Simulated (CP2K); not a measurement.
Consider mercaptocyclopropane at its PBE geometry (Å).

```xyz
10

S     1.5106   -1.2034   -0.7080
C     0.3100   -0.4206    0.3690
C    -1.0929   -0.2547   -0.1769
C    -0.2280    0.9598    0.0608
H     2.5781   -0.4504   -0.3538
H     0.3911   -0.6983    1.4198
H    -1.9213   -0.4515    0.5019
H    -1.2651   -0.5535   -1.2098
H     0.1762    1.4693   -0.8119
H    -0.4588    1.6034    0.9090
```

Method: CP2K XAS_TDP, all-electron GAPW, PBEh(45%), aug-cc-pVDZ, TDA, GW2X-corrected core level, ZORA, spin–orbit coupling.

**Question.** Where do the S L₂,₃-edge lines lie, and how strong are they?

Leading lines: S1 167.15 eV. The leading line of an atom is its first one with 35 % of the strongest within 2.5 eV of its lowest line over the strength cut. Core ionisation energies at this level: S1 170.81/170.91/171.98 eV; the 2p½ level lies 1.12 eV above the 2p3/2 pair.

The first six lines of each atom with a strength over 0.0003:

```tsv
atom	energy (eV)	states	strength, one atom	above the computed threshold
S1 (bonded to C and H)	167.15	1	0.0015	
	167.40	1	0.0016	
	168.05	1	0.0006	
	168.18	1	0.0031	
	168.22	2	0.0027	
	168.25	2	0.0026
```

Lines are vertical, at one geometry, with no vibrational structure. GW2X ionisation energies and lines can be off by 1 to 2 eV either way, and a good line position may hide errors that cancel. Rydberg lines, and the discretised continuum above threshold, depend on the basis and the box.

[Banner, clock and machine lines of the logs are left out without a mark of their own.]

[Logs are printed without paths, hosts, clocks, repeated set-up lines and the standing remarks that a program may print on its own settings, such as how far it seeks lower states.]

[Hosts, paths, dates, database ids (printed as entryN), source tags and the programs' standing remarks are cut or masked in the printed files.]
